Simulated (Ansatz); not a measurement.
# Y (model cell, started as body-centred cubic): from the cell to its phonons

Task: relax Y (model cell, started as body-centred cubic), then find its harmonic phonons.

Calculated with Ansatz 0.2.0; DFT PBEsol, scalar-relativistic, plane waves, PAW; PAW set soft_1.

This is not the structure that Y takes at ambient pressure and room temperature (hexagonal, No. 194); it is a model or a phase of other conditions.

## 1. Starting point

The structure is cubic, space group Im-3m (No. 229). The conventional cell has a = 4.000 Å, b = 4.000 Å, c = 4.000 Å, α = 90.00°, β = 90.00°, γ = 90.00°. Nearest to Y lie 8 Y at 3.46 Å.

## 2. Relaxation

Harmonic phonons are second derivatives at a point where the forces vanish, and they are wanted at zero stress, so atoms and cell are relaxed first.

Contents of input.yaml:

```yaml
crystal:
  lattice:
    - [-2.0, 2.0, 2.0]
    - [2.0, -2.0, 2.0]
    - [2.0, 2.0, -2.0]
  atoms:
    - { symbol: "Y", position: [0.0, 0.0, 0.0] }
kpoints:
  mp_grid: { grid: [14, 14, 14] }
hamiltonian:
  xc: pbesol
  pseudopotentials: { kind: paw, azcp: { folder: soft_1 }, xc_functional: pbe }
scf:
  occupations: { method: gaussian, width: 0.1 }
output:
  forces: true
  stress: true
  eigenvalues: true
  write_density: true
  write_potential: true
  elf: true
  volumetric_format: npy
relax:
  adjacent_minimum: "off"
  f_tol: 0.005
  max_steps: 80
  cell: { stress_tol: 0.05 }
```

The run is started by

```
$ ansatz run input.yaml --threads 8 --pin off --max-ram 16384MiB --backend cpu --events-out ev --progress --plain --runs-dir out
```

Numbers of over 12 decimals in the logs are rounded to 6 here.

Log:

```text
Engine: ansatz 0.2.0, aarch64-unknown-linux-gnu
Pseudopotentials: kind: paw
Pseudopotential: Y, paw, valence charge 11, recommended cutoff 420 eV (normal), soft_1/Y.paw.azcp
Functional definition: PBEsol
  exchange = pbesol_x
  correlation = pbesol_c
Crystal: 1 atoms, lattice volume = 32.000 Å³
Basis set: ecut = 420 eV, 627 PW (Γ), exchange–correlation on 48×48×48 points (8 copies of the dense FFT grid, shifted against one another)
Bands: 10, of which v1, the nominal top of the filled ones, is band 6 counted from 1 (5 counted from 0)
Symmetry: 48 space group operations
Space group: Im-3m (ITA 229), of the structure as read, at distance tolerance 3.2e-5 Å
k-points: 104 of 2744
Non-local potential: Y, projectors of the file, l = 0: 3, l = 1: 2, l = 2: 2, l = 3: 1
PAW form: soft (Blöchl's): semilocal exchange-correlation on the pseudo side does not see the compensation charge
PAW frozen core: Y, regenerated for the run's functional, and the local potential with it (the file was generated under x = pbe(κ = 0.804, μ = 0.219515), c = pbe(β = 0.066725))
PAW one-centre angular grid: Y, 590 points (default); XC on 64 Gauss nodes
Initial density: superposition of atomic densities (chi_scale 0.1, normalization cell)
Initial wavefunctions: pseudopotential atomic-orbital guess
Functional: x = pbesol(κ = 0.804, μ = 0.123457), c = pbesol(β = 0.046)
SCF iter   1: F=—  HF=-3795.008084 eV  |F-HF|=—  |Δ(HF+E_count)|=         —  Δρ=1.53e-2  dr2=1.16e-1  ethr=3.10e-3  ⟨swp⟩=5.0  Hψ=5844  notcnv=0
preconditioner: auto → Kerker (q_TF=auto, 2.283 Å⁻¹)  [metal: Δε(μ)=0.008 eV  Ē_g=4.516 eV  σ=0.100 eV  W_gap=0.04  n_scr=12 (ndim 8)  ℏωp=11.4 eV  f_vac=0.000  D(μ)=2.35/eV (n_scr^D=18)]
SCF iter   2: F=—  HF=-3794.984764 eV  |F-HF|=—  |Δ(HF+E_count)|=   2.33e-2  Δρ=9.71e-3  dr2=4.71e-2  ethr=1.05e-3  ⟨swp⟩=1.7  Hψ=1989  notcnv=0  defer=5
SCF iter   3: F=—  HF=-3794.969935 eV  |F-HF|=—  |Δ(HF+E_count)|=   1.48e-2  Δρ=1.34e-3  dr2=5.03e-4  ethr=4.28e-4  ⟨swp⟩=2.9  Hψ=1978  notcnv=0  defer=10
SCF iter   4: F=—  HF=-3794.969932 eV  |F-HF|=—  |Δ(HF+E_count)|=   3.42e-6  Δρ=1.90e-4  dr2=8.12e-6  ethr=4.57e-6  ⟨swp⟩=1.3  Hψ=1104  notcnv=0  defer=10
SCF iter   5: F=—  HF=-3794.969933 eV  |F-HF|=—  |Δ(HF+E_count)|=   1.55e-6  Δρ=3.96e-5  dr2=2.12e-7  ethr=7.39e-8  ⟨swp⟩=2.5  Hψ=1600  notcnv=0  defer=10
SCF iter   6: F=-3794.969933 eV  HF=-3794.969933 eV  |F-HF|=1.98e-9  |Δ(HF+E_count)|=   9.27e-8  Δρ=4.46e-6  dr2=3.15e-9  ethr=9.09e-10  ⟨swp⟩=8.7  Hψ=6040  notcnv=0
SCF 1 converged in 6 iterations: F = -3794.969933 eV  dr2 = 3.15e-9
  greatest PAW one-centre occupation: 0.993 electrons in one spin orbital (limit 2), on the Y atom at site 0 (counted from 0), in its partial waves of l = 0
relax step   1: F+E_penalty+E_count = -3794.96993323 eV  Δ(F+E_penalty+E_count) = +0.000e0 eV  max|allowed force component| = 0.000e0 eV/Å  Δτ_max = 0.0000 Å  P = -0.808 GPa  Ω = 32.000 Å³  (6 SCF iters, dr2 threshold 1.00e-7 eV, accepted)
Crystal: 1 atoms, lattice volume = 31.414 Å³
Initial density: handed on by an earlier stage of this run
Initial wavefunctions: those handed on with the density
iter 1 solved again at ethr=9.66e-8 eV; its pass at ethr=3.10e-3 eV (dr2=1.06e-5 eV) is discarded
SCF iter   1: F=—  HF=-3794.971587 eV  |F-HF|=—  |Δ(HF+E_count)|=         —  Δρ=2.79e-4  dr2=1.16e-5  ethr=9.66e-8  ⟨swp⟩=3.0  Hψ=7851  notcnv=0
preconditioner: auto → Kerker (q_TF=auto, 2.291 Å⁻¹)  [metal: Δε(μ)=0.019 eV  Ē_g=4.455 eV  σ=0.100 eV  W_gap=0.10  n_scr=12 (ndim 8)  ℏωp=11.5 eV  f_vac=0.000  D(μ)=2.42/eV (n_scr^D=18)]
SCF iter   2: F=—  HF=-3794.971588 eV  |F-HF|=—  |Δ(HF+E_count)|=   1.45e-6  Δρ=1.57e-4  dr2=3.94e-6  ethr=9.66e-8  ⟨swp⟩=1.0  Hψ=1040  notcnv=0
SCF iter   3: F=—  HF=-3794.971590 eV  |F-HF|=—  |Δ(HF+E_count)|=   1.20e-6  Δρ=1.98e-5  dr2=1.19e-7  ethr=3.58e-8  ⟨swp⟩=2.0  Hψ=1159  notcnv=0
SCF iter   4: F=-3794.971590 eV  HF=-3794.971590 eV  |F-HF|=3.28e-10  |Δ(HF+E_count)|=   5.71e-9  Δρ=1.94e-6  dr2=8.70e-10  ethr=9.09e-10  ⟨swp⟩=7.2  Hψ=4558  notcnv=0
SCF 2 converged in 4 iterations: F = -3794.971590 eV  dr2 = 8.70e-10
relax step   2: F+E_penalty+E_count = -3794.97158951 eV  Δ(F+E_penalty+E_count) = -1.656e-3 eV  max|allowed force component| = 0.000e0 eV/Å  Δτ_max = 0.0000 Å  P = -0.080 GPa  Ω = 31.414 Å³  energy of the carried Pulay correction = +1.541e-5 eV  (4 SCF iters, dr2 threshold 1.00e-7 eV, accepted)
Crystal: 1 atoms, lattice volume = 31.351 Å³
iter 1 solved again at ethr=1.11e-9 eV; its pass at ethr=3.10e-3 eV (dr2=1.23e-7 eV) is discarded
SCF iter   1: F=—  HF=-3794.971606 eV  |F-HF|=—  |Δ(HF+E_count)|=         —  Δρ=3.05e-5  dr2=1.44e-7  ethr=1.11e-9  ⟨swp⟩=3.0  Hψ=7544  notcnv=0
preconditioner: auto → Kerker (q_TF=auto, 2.291 Å⁻¹)  [metal: Δε(μ)=0.019 eV  Ē_g=4.462 eV  σ=0.100 eV  W_gap=0.11  n_scr=12 (ndim 8)  ℏωp=11.5 eV  f_vac=0.000  D(μ)=2.42/eV (n_scr^D=18)]
SCF iter   2: F=—  HF=-3794.971607 eV  |F-HF|=—  |Δ(HF+E_count)|=   3.02e-7  Δρ=1.73e-5  dr2=4.94e-8  ethr=1.11e-9  ⟨swp⟩=1.0  Hψ=1040  notcnv=0
SCF iter   3: F=-3794.971607 eV  HF=-3794.971607 eV  |F-HF|=1.29e-10  |Δ(HF+E_count)|=   1.23e-8  Δρ=2.15e-6  dr2=1.39e-9  ethr=1.45e-10  ⟨swp⟩=5.9  Hψ=4882  notcnv=0
SCF 3 converged in 3 iterations: F = -3794.971607 eV  dr2 = 1.39e-9
relax step   3: F+E_penalty+E_count = -3794.97160653 eV  Δ(F+E_penalty+E_count) = -1.702e-5 eV  max|allowed force component| = 0.000e0 eV/Å  Δτ_max = 0.0000 Å  P = +0.002 GPa  Ω = 31.351 Å³  energy of the carried Pulay correction = +1.710e-5 eV  (3 SCF iters, dr2 threshold 1.59e-8 eV, accepted)
Initial wavefunctions: pseudopotential atomic-orbital guess (no wavefunctions were taken with the density)
iter 1 solved again at ethr=6.50e-8 eV; its pass at ethr=3.10e-3 eV (dr2=7.15e-6 eV) is discarded
SCF iter   1: F=—  HF=-3794.971589 eV  |F-HF|=—  |Δ(HF+E_count)|=         —  Δρ=8.47e-6  dr2=4.32e-9  ethr=6.50e-8  ⟨swp⟩=3.0  Hψ=9079  notcnv=0
SCF iter   2: F=—  HF=-3794.971589 eV  |F-HF|=—  |Δ(HF+E_count)|=   3.94e-7  Δρ=4.36e-6  dr2=1.32e-9  ethr=3.93e-11  ⟨swp⟩=2.0  Hψ=1618  notcnv=0
SCF iter   3: F=—  HF=-3794.971589 eV  |F-HF|=—  |Δ(HF+E_count)|=  1.71e-10  Δρ=3.64e-7  dr2=2.94e-11  ethr=1.20e-11  ⟨swp⟩=2.0  Hψ=1619  notcnv=0
SCF iter   4: F=-3794.971589 eV  HF=-3794.971589 eV  |F-HF|=9.09e-13  |Δ(HF+E_count)|=  3.18e-12  Δρ=1.09e-7  dr2=5.71e-13  ethr=1.00e-12  ⟨swp⟩=5.2  Hψ=3648  notcnv=0
SCF 4 converged in 4 iterations: F = -3794.971589 eV  dr2 = 5.71e-13
relax step   4: F+E_penalty+E_count = -3794.97158920 eV  Δ(F+E_penalty+E_count) = +1.733e-5 eV  max|allowed force component| = 0.000e0 eV/Å  Δτ_max = 0.0000 Å  P = +0.002 GPa  Ω = 31.351 Å³  stress off target by 1.87e-3 GPa  SCF on the basis re-selected at this cell (its energy is not comparable with the rows above)  (4 SCF iters)
basis re-selected at this cell: Δ(F+E_penalty+E_count) = +1.733e-5 eV, ΔP = +0.000 GPa vs the last step (what re-selecting the basis moved, of the pressure what is left beyond the Pulay correction that the steps carried, after the strain that the cell walked since its last selection, with what the two solves' SCF thresholds leave and, on support functions, any second-order correction that the steps lacked; it is no measure of the basis error at this ecutwfc). This SCF's stress stands 1.87e-3 GPa from its target on what of the cell is left free (relax.cell.stress_tol is 5.00e-2 GPa) and its largest allowed force component is 0.00e0 eV/Å (relax.f_tol is 5.00e-3 eV/Å): [rest of the remark cut]
SCF converged after 4 iterations
Free energy (F): -3794.971589 eV
Harris-Foulkes:  -3794.971589 eV  (|F-HF|=9.09e-13)
Internal energy: -3794.959511 eV  (E = F + TS)
E sigma→0 (E₀):  -3794.965550 eV
Entropy (-TS):   -0.012078 eV (-12.078 meV/atom)
Fermi energy:    9.932226 eV
--- Per-component energies (eV) ---
  E_band       = -115.450691
  E_kinetic    = 315.816298
  E_local      = -585.707343  (includes V_loc(G=0)·N_el)
  E_nonlocal   = 28.620245
  E_hartree    = 184.934173
  E_xc         = -176.883308
  E_vxc        = -204.447138  (∫ρ·V_xc dr)
  E_paw        = -2763.852567  (= ΣΔE_a)
  E_vpaw       = -39.601114  (= ΣTr[D̂ρ^β])
  E_aug_tail   = 0.000023  (compensation charges beyond the density's cutoff)
  E_ewald      = -798.035804
  E_core_change = 0.148773  (= ΣΔE_core)
  E_smearing   = -0.012078  (= −TS)
  E_closure    = -0.000000  (closes the sum)
  Σ components = -3794.971589   (vs F -3794.971589, Δ=0.00e0)
--- Forces (eV/Å), atoms counted from 1 ---
  atom   1  Y     -0.00000000    -0.00000000     0.00000000
  max |Σ_I F_I| component: 9.71e-32 eV/Å
--- Stress (GPa, compression-positive) ---
        0.001874       0.000000      -0.000000
        0.000000       0.001874      -0.000000
       -0.000000      -0.000000       0.001874
  P = ⅓ Tr σ = 0.0019 GPa (0.019 kbar)
--- Band table (eV; the first three rows and the last of 104) ---
  k-point 0: bands = ["-32.6857", "-12.3755", "-12.3755", "-12.3755", "5.0705", "11.6257", "11.6257", "11.6257", "13.6723", "13.6723"]
  k-point 1: bands = ["-32.6816", "-12.4097", "-12.3860", "-12.3757", "5.2101", "11.5213", "11.5785", "11.7621", "13.5088", "13.6684"]
  k-point 2: bands = ["-32.6700", "-12.5043", "-12.4153", "-12.3762", "5.6101", "11.2507", "11.3717", "12.1652", "13.2608", "13.6732"]
  k-point 103: bands = ["-32.5411", "-12.8244", "-12.8244", "-12.8244", "8.3557", "8.3557", "15.4884", "15.4884", "15.4884", "15.6395"]
--- Relaxed structure (3 steps of the walk, 3 accepted, 1 SCFs on fresh bases) ---
  F+E_penalty+E_count = -3794.97158920 eV   max|allowed force component| = 0.000e0 eV/Å   (the final SCF, on the basis selected at the relaxed cell)
  cell:  # Å, volume = 31.3512 Å³
    - [-1.986391, 1.986391, 1.986391]
    - [1.986391, -1.986391, 1.986391]
    - [1.986391, 1.986391, -1.986391]
  atoms:
    - { symbol: Y, position: [0.0, 0.0, 0.0] }
```

Run time: 1.6 s. Hardware: 8 threads of Arm Neoverse V1, shared host; peak memory 0.37 GiB; 8.8 s of CPU time.

Relaxation path:

```
step  energy less that of the first step (eV)  largest force component (eV/Å)  pressure (GPa)  volume (Å³)
   1                                   0.0000                          0.0000           -0.81        32.00
   2                                  -0.0017                          0.0000           -0.08        31.41
   3                                  -0.0017                          0.0000            0.00        31.35
  4*                                  -0.0017                          0.0000            0.00        31.35
```

Relaxation steps marked * repeat the geometry before them on a plane-wave basis chosen anew for their cell, so energy and pressure can jump there.

```
conventional cell, symmetrised  before  after  change
                         a (Å)   4.000  3.973  -0.7 %
                         b (Å)   4.000  3.973  -0.7 %
                         c (Å)   4.000  3.973  -0.7 %
              volume (Å³/atom)   32.00  31.35  -2.0 %
```

The relaxed structure:

```cif
data_structure
_symmetry_space_group_name_H-M 'P 1'
_symmetry_Int_Tables_number 1
_cell_length_a 3.4405
_cell_length_b 3.4405
_cell_length_c 3.4405
_cell_angle_alpha 109.471
_cell_angle_beta 109.471
_cell_angle_gamma 109.471
_cell_volume 31.35
loop_
_atom_site_label
_atom_site_type_symbol
_atom_site_fract_x
_atom_site_fract_y
_atom_site_fract_z
_atom_site_occupancy
Y1 Y 0.00000 0.00000 0.00000 1
```

Numbers from this step:

```yaml
pressure: 0.001874 GPa
volume_per_atom: 31.35 Å³
gap_on_the_k_mesh: 0 eV
```

Electrostatic potential energy in the ac plane of the conventional cell at fractional y = 0.000, with atoms of Y within 0.2 Å of it. With pseudopotentials it is smooth inside the atoms' cores, unlike the true potential.

Ten even steps from '0' (-48 eV) to '9' (12 eV), each cell a mean:
```
00268999997410
01478999998521
34689999998754
78899999999887
99999999999999
99999999999999
99999999999999
99999999999999
99999999999999
88999999999988
56789999999876
12579999998642
00268999998410
00158999997300
```
Columns run along a (4.0 Å; values clipped at the 3rd and 97th percentile), rows up along c (4.0 Å), edges of the conventional cell, whose origin can differ from the input's. Atoms in or near the plane, at fractional coordinates: Y at (0.00, 0.00).

ELF in the ac plane of the conventional cell at fractional y = 0.000, with atoms of Y within 0.2 Å of it. It is the smooth field of the valence electrons, not physical close to the nuclei.

Ten even steps from '_' (0.14) to '@' (0.84), each cell a mean:
```
##@@@@**....==++::__::%%@@%%
@@@@%%--__..==++--__..**@@@@
%%##==____::++**==..__::**%%
--::____..==****++--____..::
______::==++******++--..____
::----==++**++++****++==--::
++++********++++++******++++
====++++****++++++****++====
....::--==++******++==::....
..______::==****++==..____..
**++::____--++**==::____--**
@@@@##::__::++**--____==%%@@
%%@@@@++__..==++--__::##@@@@
==%%@@**....==++::__--%%@@##
```
Columns run along a (4.0 Å), rows up along c (4.0 Å), edges of the conventional cell, whose origin can differ from the input's. Atoms in or near the plane, at fractional coordinates: Y at (0.00, 0.00).

Valence density in the ac plane of the conventional cell at fractional y = 0.000, with atoms of Y within 0.2 Å of it. It is the smooth field of the valence electrons, not physical close to the nuclei.

Ten even steps from '_' (0.1 e/Å³) to '@' (3.4 e/Å³), each cell a mean:
```
@@@@**::______________--%%@@
%%##--..______________::++%%
==--..__________________::--
____________________________
____________________________
____________________________
____________________________
____________________________
____________________________
____________________________
::..____________________..::
##++::________________..--**
@@@@++..______________--##@@
%%@@##::______________==%%@@
```
Columns run along a (4.0 Å), rows up along c (4.0 Å), edges of the conventional cell, whose origin can differ from the input's. Atoms in or near the plane, at fractional coordinates: Y at (0.00, 0.00).

In this step the volume went from 32.00 to 31.35 Å³/atom.

## 3. Tight relaxation

Phonons need a cell at rest on their own settings, so the relaxation is repeated with tight tolerances on forces and stress on the k mesh and occupations of the first response run.

input.yaml, the sections that differ from step 2:

```yaml
crystal:
  lattice:
    - [-1.9863909042, 1.9863909042, 1.9863909042]
    - [1.9863909042, -1.9863909042, 1.9863909042]
    - [1.9863909042, 1.9863909042, -1.9863909042]
  atoms:
    - { symbol: "Y", position: [0.0, 0.0, 0.0] }
kpoints:
  mp_grid: { grid: [16, 16, 16] }
scf:
  occupations: { method: methfessel_paxton, width: 0.2 }
relax:
  adjacent_minimum: "off"
  f_tol: 0.001
  max_steps: 60
  cell: { stress_tol: 0.01 }
# hamiltonian, output: as in step 2
```

Log:

```text
[...]
Crystal: 1 atoms, lattice volume = 31.351 Å³
Basis set: ecut = 420 eV, 627 PW (Γ), exchange–correlation on 48×48×48 points (8 copies of the dense FFT grid, shifted against one another)
Bands: 10, of which v1, the nominal top of the filled ones, is band 6 counted from 1 (5 counted from 0)
Symmetry: 48 space group operations
[...]
k-points: 145 of 4096
[...]
P = ⅓ Tr σ = -0.0089 GPa (-0.089 kbar)
--- Band table (eV; the first three rows and the last of 145) ---
[...]
--- Relaxed structure (1 steps of the walk, 1 accepted, 1 SCFs on fresh bases) ---
[...]
cell:  # Å, volume = 31.3512 Å³
    - [-1.9863909042, 1.9863909042, 1.9863909042]
    - [1.9863909042, -1.9863909042, 1.9863909042]
    - [1.9863909042, 1.9863909042, -1.9863909042]
  atoms:
    - { symbol: Y, position: [0.0, 0.0, 0.0] }
[key lines of the parts left out:]
SCF converged after 5 iterations
Free energy (F): -3794.964882 eV
Fermi energy:    9.936092 eV
```

Run time: 1.2 s. Hardware: 8 threads; peak memory 0.36 GiB; 6.6 s of CPU time.

Little changed from the start: no atom moved by 0.005 Å and no cell edge by 0.1 %.

This step gave:

- pressure: -0.008903 GPa

Valence density in the ac plane of the conventional cell at fractional y = 0.000, with atoms of Y within 0.2 Å of it. It is the smooth field of the valence electrons, not physical close to the nuclei.

Values in e/Å³, 14 rows by 14 columns, each cell a mean:
```
3.3 3.3 2.2 0.8 0.2 0.1 0.1 0.1 0.1 0.2 0.4 1.3 2.8 3.4
3.0 2.5 1.4 0.5 0.2 0.1 0.1 0.1 0.1 0.1 0.3 0.8 1.8 2.8
1.5 1.1 0.6 0.2 0.1 0.1 0.1 0.1 0.1 0.1 0.2 0.4 0.8 1.3
0.4 0.3 0.2 0.1 0.1 0.1 0.1 0.1 0.1 0.1 0.1 0.2 0.3 0.4
0.2 0.1 0.1 0.1 0.1 0.1 0.1 0.1 0.1 0.1 0.1 0.1 0.1 0.2
0.1 0.1 0.1 0.1 0.1 0.1 0.1 0.1 0.1 0.1 0.1 0.1 0.1 0.1
0.1 0.1 0.1 0.1 0.1 0.1 0.1 0.1 0.1 0.1 0.1 0.1 0.1 0.1
0.1 0.1 0.1 0.1 0.1 0.1 0.1 0.1 0.1 0.1 0.1 0.1 0.1 0.1
0.1 0.1 0.1 0.1 0.1 0.1 0.1 0.1 0.1 0.1 0.1 0.1 0.1 0.1
0.3 0.2 0.2 0.1 0.1 0.1 0.1 0.1 0.1 0.1 0.1 0.1 0.2 0.2
0.9 0.7 0.4 0.2 0.1 0.1 0.1 0.1 0.1 0.1 0.1 0.2 0.5 0.8
2.5 1.9 1.0 0.4 0.2 0.1 0.1 0.1 0.1 0.1 0.2 0.6 1.4 2.2
3.4 3.1 1.9 0.7 0.2 0.1 0.1 0.1 0.1 0.1 0.3 1.1 2.5 3.3
2.9 3.4 2.5 0.9 0.3 0.1 0.1 0.1 0.1 0.2 0.4 1.5 3.0 3.3
```
Columns run along a (4.0 Å), rows up along c (4.0 Å), edges of the conventional cell, whose origin can differ from the input's. Atoms in or near the plane, at fractional coordinates: Y at (0.00, 0.00).

Electrostatic potential energy in the ac plane of the conventional cell at fractional y = 0.000, with atoms of Y within 0.2 Å of it. With pseudopotentials it is smooth inside the atoms' cores, unlike the true potential.

Ten even steps from '0' (-48 eV) to '9' (12 eV), each cell a mean:
```
00268999997410
01478999998521
34689999998754
78899999999887
99999999999999
99999999999999
99999999999999
99999999999999
99999999999999
88999999999988
56789999999876
12579999998642
00268999998410
00158999997300
```
Columns run along a (4.0 Å; values clipped at the 3rd and 97th percentile), rows up along c (4.0 Å), edges of the conventional cell, whose origin can differ from the input's. Atoms in or near the plane, at fractional coordinates: Y at (0.00, 0.00).

ELF in the ac plane of the conventional cell at fractional y = 0.000, with atoms of Y within 0.2 Å of it. It is the smooth field of the valence electrons, not physical close to the nuclei.

Ten even steps from '_' (0.14) to '@' (0.84), each cell a mean:
```
##@@@@**....==++::__::%%@@%%
@@@@%%--__..==++--__..**@@@@
%%##==____::++**==..__::**%%
--::____..==****++--____..::
______::==++******++--..____
::----==++**++++****++==--::
++++********++++++******++++
====++++****++++++****++====
....::--==++******++==::....
..______::==****++==..____..
**++::____--++**==::____--**
@@@@##::__::++**--____==%%@@
%%@@@@++__..==++--__::##@@@@
==%%@@**....==++::__--%%@@##
```
Columns run along a (4.0 Å), rows up along c (4.0 Å), edges of the conventional cell, whose origin can differ from the input's. Atoms in or near the plane, at fractional coordinates: Y at (0.00, 0.00).

The forces vanish by symmetry and the pressure is -0.009 GPa, within the tolerances set. The cell now holds 31.35 Å³/atom.

(Part 1 of 2 ends here.)

[Logs are printed without paths, hosts, clocks, repeated set-up lines and the standing remarks that a program may print on its own settings, such as how far it seeks lower states.]

[Hosts, paths, dates, database ids (printed as entryN), source tags and the programs' standing remarks are cut or masked in the printed files.]
